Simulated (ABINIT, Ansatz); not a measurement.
# Quasiparticle gap of BiOBr (P4/nmm) in ABINIT, part 2 of 3

Aim: the G0W0 gap of BiOBr (P4/nmm) on PBEsol, step by step.

ABINIT 10.8.3; PBEsol and many-body steps on it, plane waves. Known limits of the many-body steps: not at the basis limit; no spin-orbit coupling; coarse k mesh.

So far. Step 2 (Ground state): The gap is indirect, with the least direct gap 0.13 eV higher.

The database entry behind the starting cell differs from later determinations by our own check (0.1 to 0.3 % short, probably kX units), so it need not match the best structure at ambient conditions.

## Step 3: Bands along the symmetry lines

Level of this step: DFT, PBEsol, plane waves, norm-conserving pseudopotentials (ABINIT).

The cheap functional maps the bands first; the places of the edges decide which points the dearer methods must see.

Contents of run.abi:

```
acell 3*1.0 Angstrom
rprim 
  3.916000000000 0.000000000000 0.000000000000
  0.000000000000 3.916000000000 0.000000000000
  0.000000000000 0.000000000000 8.077000000000
ntypat 3
znucl 83 35 8
natom 6
typat 1 1 2 2 3 3
xred 
  0.000000000000 0.500000000000 0.154000000000
  0.500000000000 0.000000000000 0.846000000000
  0.000000000000 0.500000000000 0.653000000000
  0.500000000000 0.000000000000 0.347000000000
  0.000000000000 0.000000000000 0.000000000000
  0.500000000000 0.500000000000 0.000000000000
pp_dirpath "pseudos"
pseudos "Bi.upf, Br.upf, O.upf"
ecut 42
iscf -2
irdden 1
kptopt 0
nkpt 75
kpt 
  0.00000000 0.00000000 0.00000000
  0.00000000 0.06250000 0.00000000
  0.00000000 0.12500000 0.00000000
  0.00000000 0.18750000 0.00000000
  0.00000000 0.25000000 0.00000000
  0.00000000 0.31250000 0.00000000
  0.00000000 0.37500000 0.00000000
  0.00000000 0.43750000 0.00000000
  0.00000000 0.50000000 0.00000000
  0.06250000 0.50000000 0.00000000
  0.12500000 0.50000000 0.00000000
  0.18750000 0.50000000 0.00000000
  0.25000000 0.50000000 0.00000000
  0.31250000 0.50000000 0.00000000
  0.37500000 0.50000000 0.00000000
  0.43750000 0.50000000 0.00000000
  0.50000000 0.50000000 0.00000000
  0.43750000 0.43750000 0.00000000
  0.37500000 0.37500000 0.00000000
  0.31250000 0.31250000 0.00000000
  0.25000000 0.25000000 0.00000000
  0.18750000 0.18750000 0.00000000
  0.12500000 0.12500000 0.00000000
  0.06250000 0.06250000 0.00000000
  0.00000000 0.00000000 0.00000000
  0.00000000 0.00000000 0.06250000
  0.00000000 0.00000000 0.12500000
  0.00000000 0.00000000 0.18750000
  0.00000000 0.00000000 0.25000000
  0.00000000 0.00000000 0.31250000
  0.00000000 0.00000000 0.37500000
  0.00000000 0.00000000 0.43750000
  0.00000000 0.00000000 0.50000000
  0.00000000 0.06250000 0.50000000
  0.00000000 0.12500000 0.50000000
  0.00000000 0.18750000 0.50000000
  0.00000000 0.25000000 0.50000000
  0.00000000 0.31250000 0.50000000
  0.00000000 0.37500000 0.50000000
  0.00000000 0.43750000 0.50000000
  0.00000000 0.50000000 0.50000000
  0.06250000 0.50000000 0.50000000
  0.12500000 0.50000000 0.50000000
  0.18750000 0.50000000 0.50000000
  0.25000000 0.50000000 0.50000000
  0.31250000 0.50000000 0.50000000
  0.37500000 0.50000000 0.50000000
  0.43750000 0.50000000 0.50000000
  0.50000000 0.50000000 0.50000000
  0.43750000 0.43750000 0.50000000
  0.37500000 0.37500000 0.50000000
  0.31250000 0.31250000 0.50000000
  0.25000000 0.25000000 0.50000000
  0.18750000 0.18750000 0.50000000
  0.12500000 0.12500000 0.50000000
  0.06250000 0.06250000 0.50000000
  0.00000000 0.00000000 0.50000000
  0.00000000 0.50000000 0.00000000
  0.00000000 0.50000000 0.06250000
  0.00000000 0.50000000 0.12500000
  0.00000000 0.50000000 0.18750000
  0.00000000 0.50000000 0.25000000
  0.00000000 0.50000000 0.31250000
  0.00000000 0.50000000 0.37500000
  0.00000000 0.50000000 0.43750000
  0.00000000 0.50000000 0.50000000
  0.50000000 0.50000000 0.00000000
  0.50000000 0.50000000 0.06250000
  0.50000000 0.50000000 0.12500000
  0.50000000 0.50000000 0.18750000
  0.50000000 0.50000000 0.25000000
  0.50000000 0.50000000 0.31250000
  0.50000000 0.50000000 0.37500000
  0.50000000 0.50000000 0.43750000
  0.50000000 0.50000000 0.50000000
istwfk *1
nband 53
nbdbuf 2
tolwfr 1e-08
nstep 40
prtwf 0
prtvol 0
indata_prefix "in"
outdata_prefix "out"
tmpdata_prefix "tmp"
```

Launch:

```console
OMP_NUM_THREADS=1 mpirun -n 4 abinit run.abi > log
```

Numbers of over 12 decimals in the logs are rounded to 6 here.

The log of the run:

```text
.Version 10.8.3 of ABINIT. v10.8.2 released Aug 2026.

 Symmetries : space group P4/n m m (#129); Bravais tP (primitive tetrag.)
[... echo of the input left out ...]
== DATASET  1 ==================================================================
-   mpi_nproc: 4, omp_nthreads: 1 (-1 if OMP is not activated)

--- !DatasetInfo
iteration_state: {dtset: 1, }
dimensions: {natom: 6, nkpt: 75, mband: 53, nsppol: 1, nspinor: 1, nspden: 1, mpw: 10910, }
cutoff_energies: {ecut:  42.0, pawecutdg:  -1.0, }
electrons: {nelect:   9.20000000E+01, charge:   0.00000000E+00, occopt:   1.00000000E+00, tsmear:   1.00000000E-02, }

 Real(R)+Recip(G) space primitive vectors, cartesian coordinates (Bohr,Bohr^-1):
 R(1)=  7.4001675  0.0000000  0.0000000  G(1)=  0.1351321  0.0000000  0.0000000
 R(2)=  0.0000000  7.4001675  0.0000000  G(2)=  0.0000000  0.1351321  0.0000000
 R(3)=  0.0000000  0.0000000 15.2633179  G(3)=  0.0000000  0.0000000  0.0655166
 Unit cell volume ucvol=  8.3585713E+02 bohr^3
 Angles (23,13,12)=  9.00000000E+01  9.00000000E+01  9.00000000E+01 degrees

 getcut: wavevector=  0.0000  0.0000  0.0000  ngfft=  45  45  90
         ecut(hartree)=     42.000   => boxcut(ratio)=   2.02117

--- Pseudopotential description ------------------------------------------------
- Bi Generated using ONCVPSP code by D. R. Hamann
- 83.00000  23.00000  180301                  znucl, zion, pspdat
12 -116133 2 -1 1472                          pspcod,pspxc,lmax,lloc,mmax
     nproj     2     2     2
  pspatm : epsatm=   28.42398882
         --- l  ekb(1:nproj) -->
             0   17.099263    2.333947
             1    7.134189    1.181075
             2    3.367336    0.414803
 pspatm: atomic psp has been read  and splines computed

- Br Generated using ONCVPSP code by D. R. Hamann
- 35.00000  17.00000  180301                  znucl, zion, pspdat
12 -116133 2 -1 1098                          pspcod,pspxc,lmax,lloc,mmax
     nproj     2     2     2
  pspatm : epsatm=   31.49815384
         --- l  ekb(1:nproj) -->
[...]
pspatm: atomic psp has been read  and splines computed

- O Generated using ONCVPSP code by D. R. Hamann
-  8.00000   6.00000  180301                  znucl, zion, pspdat
12 -116133 2 -1 936                           pspcod,pspxc,lmax,lloc,mmax
     nproj     2     2     1
  pspatm : epsatm=    6.20179097
         --- l  ekb(1:nproj) -->
[...]
2   -1.335834
 pspatm: atomic psp has been read  and splines computed

--------------------------------------------------------------------------------

================================================================================
 prteigrs : about to open file out_EIG
 Non-SCF case, kpt    1 (  0.00000  0.00000  0.00000), residuals and eigenvalues=
  8.91E-09  7.73E-09  3.83E-09  3.48E-09  4.26E-09  7.04E-09  4.34E-09  7.85E-09
[...]
7.8621E-02  7.8621E-02  1.1006E-01  1.1006E-01  1.2533E-01  1.2533E-01
  1.5440E-01  1.5440E-01  1.5851E-01  1.5851E-01  3.4274E-01  3.4274E-01
[...]
--- !ResultsGS
iteration_state: {dtset: 1, }
comment   : Summary of ground state results
lattice_vectors:
- [  7.4001675,   0.0000000,   0.0000000, ]
- [  0.0000000,   7.4001675,   0.0000000, ]
- [  0.0000000,   0.0000000,  15.2633179, ]
lattice_lengths: [   7.40017,    7.40017,   15.26332, ]
lattice_angles: [ 90.000,  90.000,  90.000, ] # degrees, (23, 13, 12)
lattice_volume:   8.3585713E+02
convergence: {deltae:  0.000E+00, res2:  0.000E+00, residm:  9.982E-09, diffor:  0.000E+00, }
etotal    :  -7.67762495E+02
entropy   :   0.00000000E+00
fermie    :   1.94946013E-01
cartesian_stress_tensor: null
pressure_GPa: null
xred      :
- [  0.0000E+00,   5.0000E-01,   1.5400E-01, Bi]
- [  5.0000E-01,   0.0000E+00,   8.4600E-01, Bi]
- [  0.0000E+00,   5.0000E-01,   6.5300E-01, Br]
- [  5.0000E-01,   0.0000E+00,   3.4700E-01, Br]
- [  0.0000E+00,   0.0000E+00,   0.0000E+00,  O]
- [  5.0000E-01,   5.0000E-01,   0.0000E+00,  O]
cartesian_forces: null
force_length_stats: {min: null, max: null, mean: null, }

 Integrated electronic density in atomic spheres:
 ------------------------------------------------
 Atom  Sphere_radius  Integrated_density
[...]
================================================================================

 ----iterations are completed or convergence reached----

 Mean square residual over all n,k,spin=   51.220E-10; max=  99.817E-10
 reduced coordinates (array xred) for    6 atoms
[...]
0.000000000000      0.000000000000      0.000000000000
       0.500000000000      0.500000000000      0.000000000000

 cartesian coordinates (angstrom) at end:
    1      0.000000     1.958000     1.243858
    2      1.958000     0.000000     6.833142
    3      0.000000     1.958000     5.274281
    4      1.958000     0.000000     2.802719
    5      0.000000     0.000000     0.000000
    6      1.958000     1.958000     0.000000
 length scales=  1.889726125908  1.889726125908  1.889726125908 bohr
              =  1.000000000000  1.000000000000  1.000000000000 angstroms
 prteigrs : about to open file out_EIG
 Eigenvalues (hartree) for nkpt=  75  k points:
 kpt#   1, nband= 53, wtk=  1.00000, kpt=  0.0000  0.0000  0.0000 (reduced coord)
[...]
kpt#   2, nband= 53, wtk=  1.00000, kpt=  0.0000  0.0625  0.0000 (reduced coord)
[...]
kpt#   3, nband= 53, wtk=  1.00000, kpt=  0.0000  0.1250  0.0000 (reduced coord)
[...]
kpt#  74, nband= 53, wtk=  1.00000, kpt=  0.5000  0.5000  0.4375 (reduced coord)
[...]
0.39068    0.39068    0.40612    0.40612    0.55557
 kpt#  75, nband= 53, wtk=  1.00000, kpt=  0.5000  0.5000  0.5000 (reduced coord)
[...]
-0.17646   -0.17646    0.02450    0.02450    0.07862    0.07862    0.11006    0.11006
   0.12533    0.12533    0.15440    0.15440    0.15851    0.15851    0.34274    0.34274
   0.39097    0.39097    0.40500    0.40500    0.55774

== END DATASET(S) ==============================================================
================================================================================

 -outvars: echo values of variables after computation  --------
            nband          53
             nkpt          75
          spgroup         129
 [... the other variables as echoed above ...]

 Calculation completed.
```

Wall time 6.7 min (4 MPI ranks of Intel Xeon Platinum 8259CL at 2.50GHz (Skylake/Cascade Lake), shared host); peak memory 1 GiB.

Numbers from this step:

```
gap                        : 2.096 eV
k of the valence top       : 0, 0.375, 0.5
k of the conduction bottom : 0, 0, 0.4375
least direct gap           : 2.277 eV
```

The gap is 2.096 eV, −0.054 eV from the run before at this level.

The electronic bands at the labelled points (eV, zero at the top of the highest filled band):

```csv
point,band 43,band 44,band 45,band 46,band 47,band 48,band 49,band 50
Γ,-1.07,-0.80,-0.80,-0.72,2.29,3.22,4.90,4.90
halfway,-0.65,-0.55,-0.35,-0.16,3.86,4.13,4.17,4.66
X,-0.57,-0.57,-0.15,-0.15,4.28,4.28,4.83,4.83
halfway,-0.99,-0.99,-0.97,-0.97,3.96,3.96,4.90,4.90
M,-1.04,-1.04,-0.81,-0.81,3.28,3.28,5.06,5.06
halfway,-0.89,-0.50,-0.39,-0.38,3.41,4.46,4.82,4.83
Γ,-1.07,-0.80,-0.80,-0.72,2.29,3.22,4.90,4.90
halfway,-1.06,-0.62,-0.62,-0.45,2.17,2.86,4.81,4.81
Z,-0.96,-0.49,-0.49,-0.18,2.10,2.43,4.72,4.72
halfway,-0.92,-0.53,-0.44,-0.24,3.64,3.92,4.74,4.77
R,-0.58,-0.58,-0.11,-0.11,4.10,4.10,4.88,4.88
halfway,-1.09,-1.09,-0.52,-0.52,3.58,3.58,5.34,5.34
A,-1.16,-1.16,-1.04,-1.04,3.97,3.97,5.28,5.28
halfway,-1.18,-1.05,-0.36,-0.30,3.05,4.31,5.03,5.17
Z,-0.96,-0.49,-0.49,-0.18,2.10,2.43,4.72,4.72
jump to X,-0.57,-0.57,-0.15,-0.15,4.28,4.28,4.83,4.83
halfway,-0.57,-0.57,-0.13,-0.13,4.19,4.19,4.86,4.86
R,-0.58,-0.58,-0.11,-0.11,4.10,4.10,4.88,4.88
jump to M,-1.04,-1.04,-0.81,-0.81,3.28,3.28,5.06,5.06
halfway,-1.04,-1.04,-0.98,-0.98,3.59,3.59,5.17,5.17
A,-1.16,-1.16,-1.04,-1.04,3.97,3.97,5.28,5.28
```

## Step 4: Empty states on the mesh, 4×4×2 mesh, 116 bands

The sums over transitions need many empty states on a uniform mesh; this step solves for them.

Contents of run.abi:

```
acell 3*1.0 Angstrom
rprim 
  3.916000000000 0.000000000000 0.000000000000
  0.000000000000 3.916000000000 0.000000000000
  0.000000000000 0.000000000000 8.077000000000
ntypat 3
znucl 83 35 8
natom 6
typat 1 1 2 2 3 3
xred 
  0.000000000000 0.500000000000 0.154000000000
  0.500000000000 0.000000000000 0.846000000000
  0.000000000000 0.500000000000 0.653000000000
  0.500000000000 0.000000000000 0.347000000000
  0.000000000000 0.000000000000 0.000000000000
  0.500000000000 0.500000000000 0.000000000000
pp_dirpath "pseudos"
pseudos "Bi.upf, Br.upf, O.upf"
ecut 42
ngkpt 4 4 2
nshiftk 1
shiftk 0 0 0
kptopt 1
chksymbreak 0
iscf -2
irdden 1
istwfk *1
nband 116
nbdbuf 10
tolwfr 1e-09
nstep 60
prtvol 0
indata_prefix "in"
outdata_prefix "out"
tmpdata_prefix "tmp"
```

The log of the run:

```text
.Version 10.8.3 of ABINIT. v10.8.2 released Aug 2026.

 Symmetries : space group P4/n m m (#129); Bravais tP (primitive tetrag.)
[... echo of the input left out ...]
== DATASET  1 ==================================================================
-   mpi_nproc: 4, omp_nthreads: 1 (-1 if OMP is not activated)

--- !DatasetInfo
iteration_state: {dtset: 1, }
dimensions: {natom: 6, nkpt: 12, mband: 116, nsppol: 1, nspinor: 1, nspden: 1, mpw: 10904, }
cutoff_energies: {ecut:  42.0, pawecutdg:  -1.0, }
electrons: {nelect:   9.20000000E+01, charge:   0.00000000E+00, occopt:   1.00000000E+00, tsmear:   1.00000000E-02, }

 Real(R)+Recip(G) space primitive vectors, cartesian coordinates (Bohr,Bohr^-1):
 R(1)=  7.4001675  0.0000000  0.0000000  G(1)=  0.1351321  0.0000000  0.0000000
 R(2)=  0.0000000  7.4001675  0.0000000  G(2)=  0.0000000  0.1351321  0.0000000
 R(3)=  0.0000000  0.0000000 15.2633179  G(3)=  0.0000000  0.0000000  0.0655166
 Unit cell volume ucvol=  8.3585713E+02 bohr^3
 Angles (23,13,12)=  9.00000000E+01  9.00000000E+01  9.00000000E+01 degrees

 getcut: wavevector=  0.0000  0.0000  0.0000  ngfft=  45  45  90
         ecut(hartree)=     42.000   => boxcut(ratio)=   2.02117

--- Pseudopotential description ------------------------------------------------
- Bi Generated using ONCVPSP code by D. R. Hamann
- 83.00000  23.00000  180301                  znucl, zion, pspdat
12 -116133 2 -1 1472                          pspcod,pspxc,lmax,lloc,mmax
     nproj     2     2     2
  pspatm : epsatm=   28.42398882
         --- l  ekb(1:nproj) -->
             0   17.099263    2.333947
             1    7.134189    1.181075
             2    3.367336    0.414803
 pspatm: atomic psp has been read  and splines computed

- Br Generated using ONCVPSP code by D. R. Hamann
- 35.00000  17.00000  180301                  znucl, zion, pspdat
12 -116133 2 -1 1098                          pspcod,pspxc,lmax,lloc,mmax
     nproj     2     2     2
  pspatm : epsatm=   31.49815384
         --- l  ekb(1:nproj) -->
[...]
pspatm: atomic psp has been read  and splines computed

- O Generated using ONCVPSP code by D. R. Hamann
-  8.00000   6.00000  180301                  znucl, zion, pspdat
12 -116133 2 -1 936                           pspcod,pspxc,lmax,lloc,mmax
     nproj     2     2     1
  pspatm : epsatm=    6.20179097
         --- l  ekb(1:nproj) -->
[...]
2   -1.335834
 pspatm: atomic psp has been read  and splines computed

--------------------------------------------------------------------------------

================================================================================
 prteigrs : about to open file out_EIG
 Non-SCF case, kpt    1 (  0.00000  0.00000  0.00000), residuals and eigenvalues=
  5.97E-10  5.81E-10  5.62E-10  3.75E-10  2.91E-10  5.78E-10  3.69E-10  4.90E-10
  3.19E-10  4.81E-10  3.29E-10  2.85E-10  2.45E-10  4.35E-10  3.36E-10  2.72E-10
  3.53E-10  5.13E-10  3.82E-10  2.13E-10  3.75E-10  4.88E-10  9.00E-10  1.23E-10
[...]
4.65E-09  2.87E-05  3.19E-04  1.57E-04
 -5.4113E+00 -5.4113E+00 -3.1342E+00 -3.1342E+00 -3.1338E+00 -3.1338E+00
 -3.1338E+00 -3.1338E+00 -1.9801E+00 -1.9801E+00 -1.9801E+00 -1.9801E+00
 -1.9792E+00 -1.9792E+00 -1.9792E+00 -1.9792E+00 -1.9788E+00 -1.9788E+00
[...]
1.3256E+00  1.3485E+00  1.3559E+00  1.3645E+00  1.3703E+00  1.3766E+00
  1.3863E+00  1.3863E+00  1.3873E+00  1.3873E+00  1.4014E+00  1.4845E+00
  1.4855E+00  1.5019E+00
 prteigrs : prtvol=0 or 1, do not print more k-points.

--- !ResultsGS
iteration_state: {dtset: 1, }
comment   : Summary of ground state results
lattice_vectors:
- [  7.4001675,   0.0000000,   0.0000000, ]
- [  0.0000000,   7.4001675,   0.0000000, ]
- [  0.0000000,   0.0000000,  15.2633179, ]
lattice_lengths: [   7.40017,    7.40017,   15.26332, ]
lattice_angles: [ 90.000,  90.000,  90.000, ] # degrees, (23, 13, 12)
lattice_volume:   8.3585713E+02
convergence: {deltae:  0.000E+00, res2:  0.000E+00, residm:  9.944E-10, diffor:  0.000E+00, }
etotal    :  -7.67762495E+02
entropy   :   0.00000000E+00
fermie    :   1.94946013E-01
cartesian_stress_tensor: null
pressure_GPa: null
xred      :
- [  0.0000E+00,   5.0000E-01,   1.5400E-01, Bi]
- [  5.0000E-01,   0.0000E+00,   8.4600E-01, Bi]
- [  0.0000E+00,   5.0000E-01,   6.5300E-01, Br]
- [  5.0000E-01,   0.0000E+00,   3.4700E-01, Br]
- [  0.0000E+00,   0.0000E+00,   0.0000E+00,  O]
- [  5.0000E-01,   5.0000E-01,   0.0000E+00,  O]
cartesian_forces: null
force_length_stats: {min: null, max: null, mean: null, }

 Integrated electronic density in atomic spheres:
 ------------------------------------------------
 Atom  Sphere_radius  Integrated_density
[...]
================================================================================

 ----iterations are completed or convergence reached----

 Mean square residual over all n,k,spin=   50.845E-11; max=  99.441E-11
 reduced coordinates (array xred) for    6 atoms
[...]
0.000000000000      0.000000000000      0.000000000000
       0.500000000000      0.500000000000      0.000000000000

 cartesian coordinates (angstrom) at end:
    1      0.000000     1.958000     1.243858
    2      1.958000     0.000000     6.833142
[...]
6      1.958000     1.958000     0.000000
 length scales=  1.889726125908  1.889726125908  1.889726125908 bohr
              =  1.000000000000  1.000000000000  1.000000000000 angstroms
 prteigrs : about to open file out_EIG
 Eigenvalues (hartree) for nkpt=  12  k points:
 kpt#   1, nband=116, wtk=  0.03125, kpt=  0.0000  0.0000  0.0000 (reduced coord)
[...]
1.22912    1.28772    1.30472    1.31439    1.31439    1.32562    1.32562    1.34850
   1.35594    1.36452    1.37029    1.37656    1.38632    1.38632    1.38728    1.38728
   1.40138    1.48447    1.48555    1.50187
 prteigrs : prtvol=0 or 1, do not print more k-points.

== END DATASET(S) ==============================================================
================================================================================

 -outvars: echo values of variables after computation  --------
            nband         116
             nkpt          12
          spgroup         129
 [... the other variables as echoed above ...]

 Calculation completed.
```

The job ended after 3.7 min (4 MPI ranks; peak memory 0.65 GiB).

Numbers from this step:

- gap: 2.211 eV
- k of the valence top: 0.5, 0, 0.5
- k of the conduction bottom: 0, 0, 0.5
- least direct gap: 2.277 eV
- k points computed: 12
- lowest point of the top converged band, above the valence top: 30.09 eV

On this mesh the gap is 2.211 eV. The earlier step found 2.150 eV, so this mesh misses an edge.

[end of part 2 of 3]

[Paths, hosts, dates, memory and timing lines, banners, echoed tables and standing remarks are left out of the program output.]

[Logs are printed without paths, hosts, clocks, repeated set-up lines and the standing remarks that a program may print on its own settings, such as how far it seeks lower states.]

[Runs of the session that timed out or met a known fault of the program may be left out.]

[Hosts, paths, dates, database ids (printed as entryN), source tags and the programs' standing remarks are cut or masked in the printed files.]

[G0W0 gaps are taken among the corrected bands and points alone; a level outside them can change the order at an edge.]

[Where Ansatz stands beside ABINIT at settings called matched, ABINIT's density can come from a denser mesh and the files from another edition; pairs whose starting gaps differed by over 0.03 eV were left out, so agreement reads better than it is.]
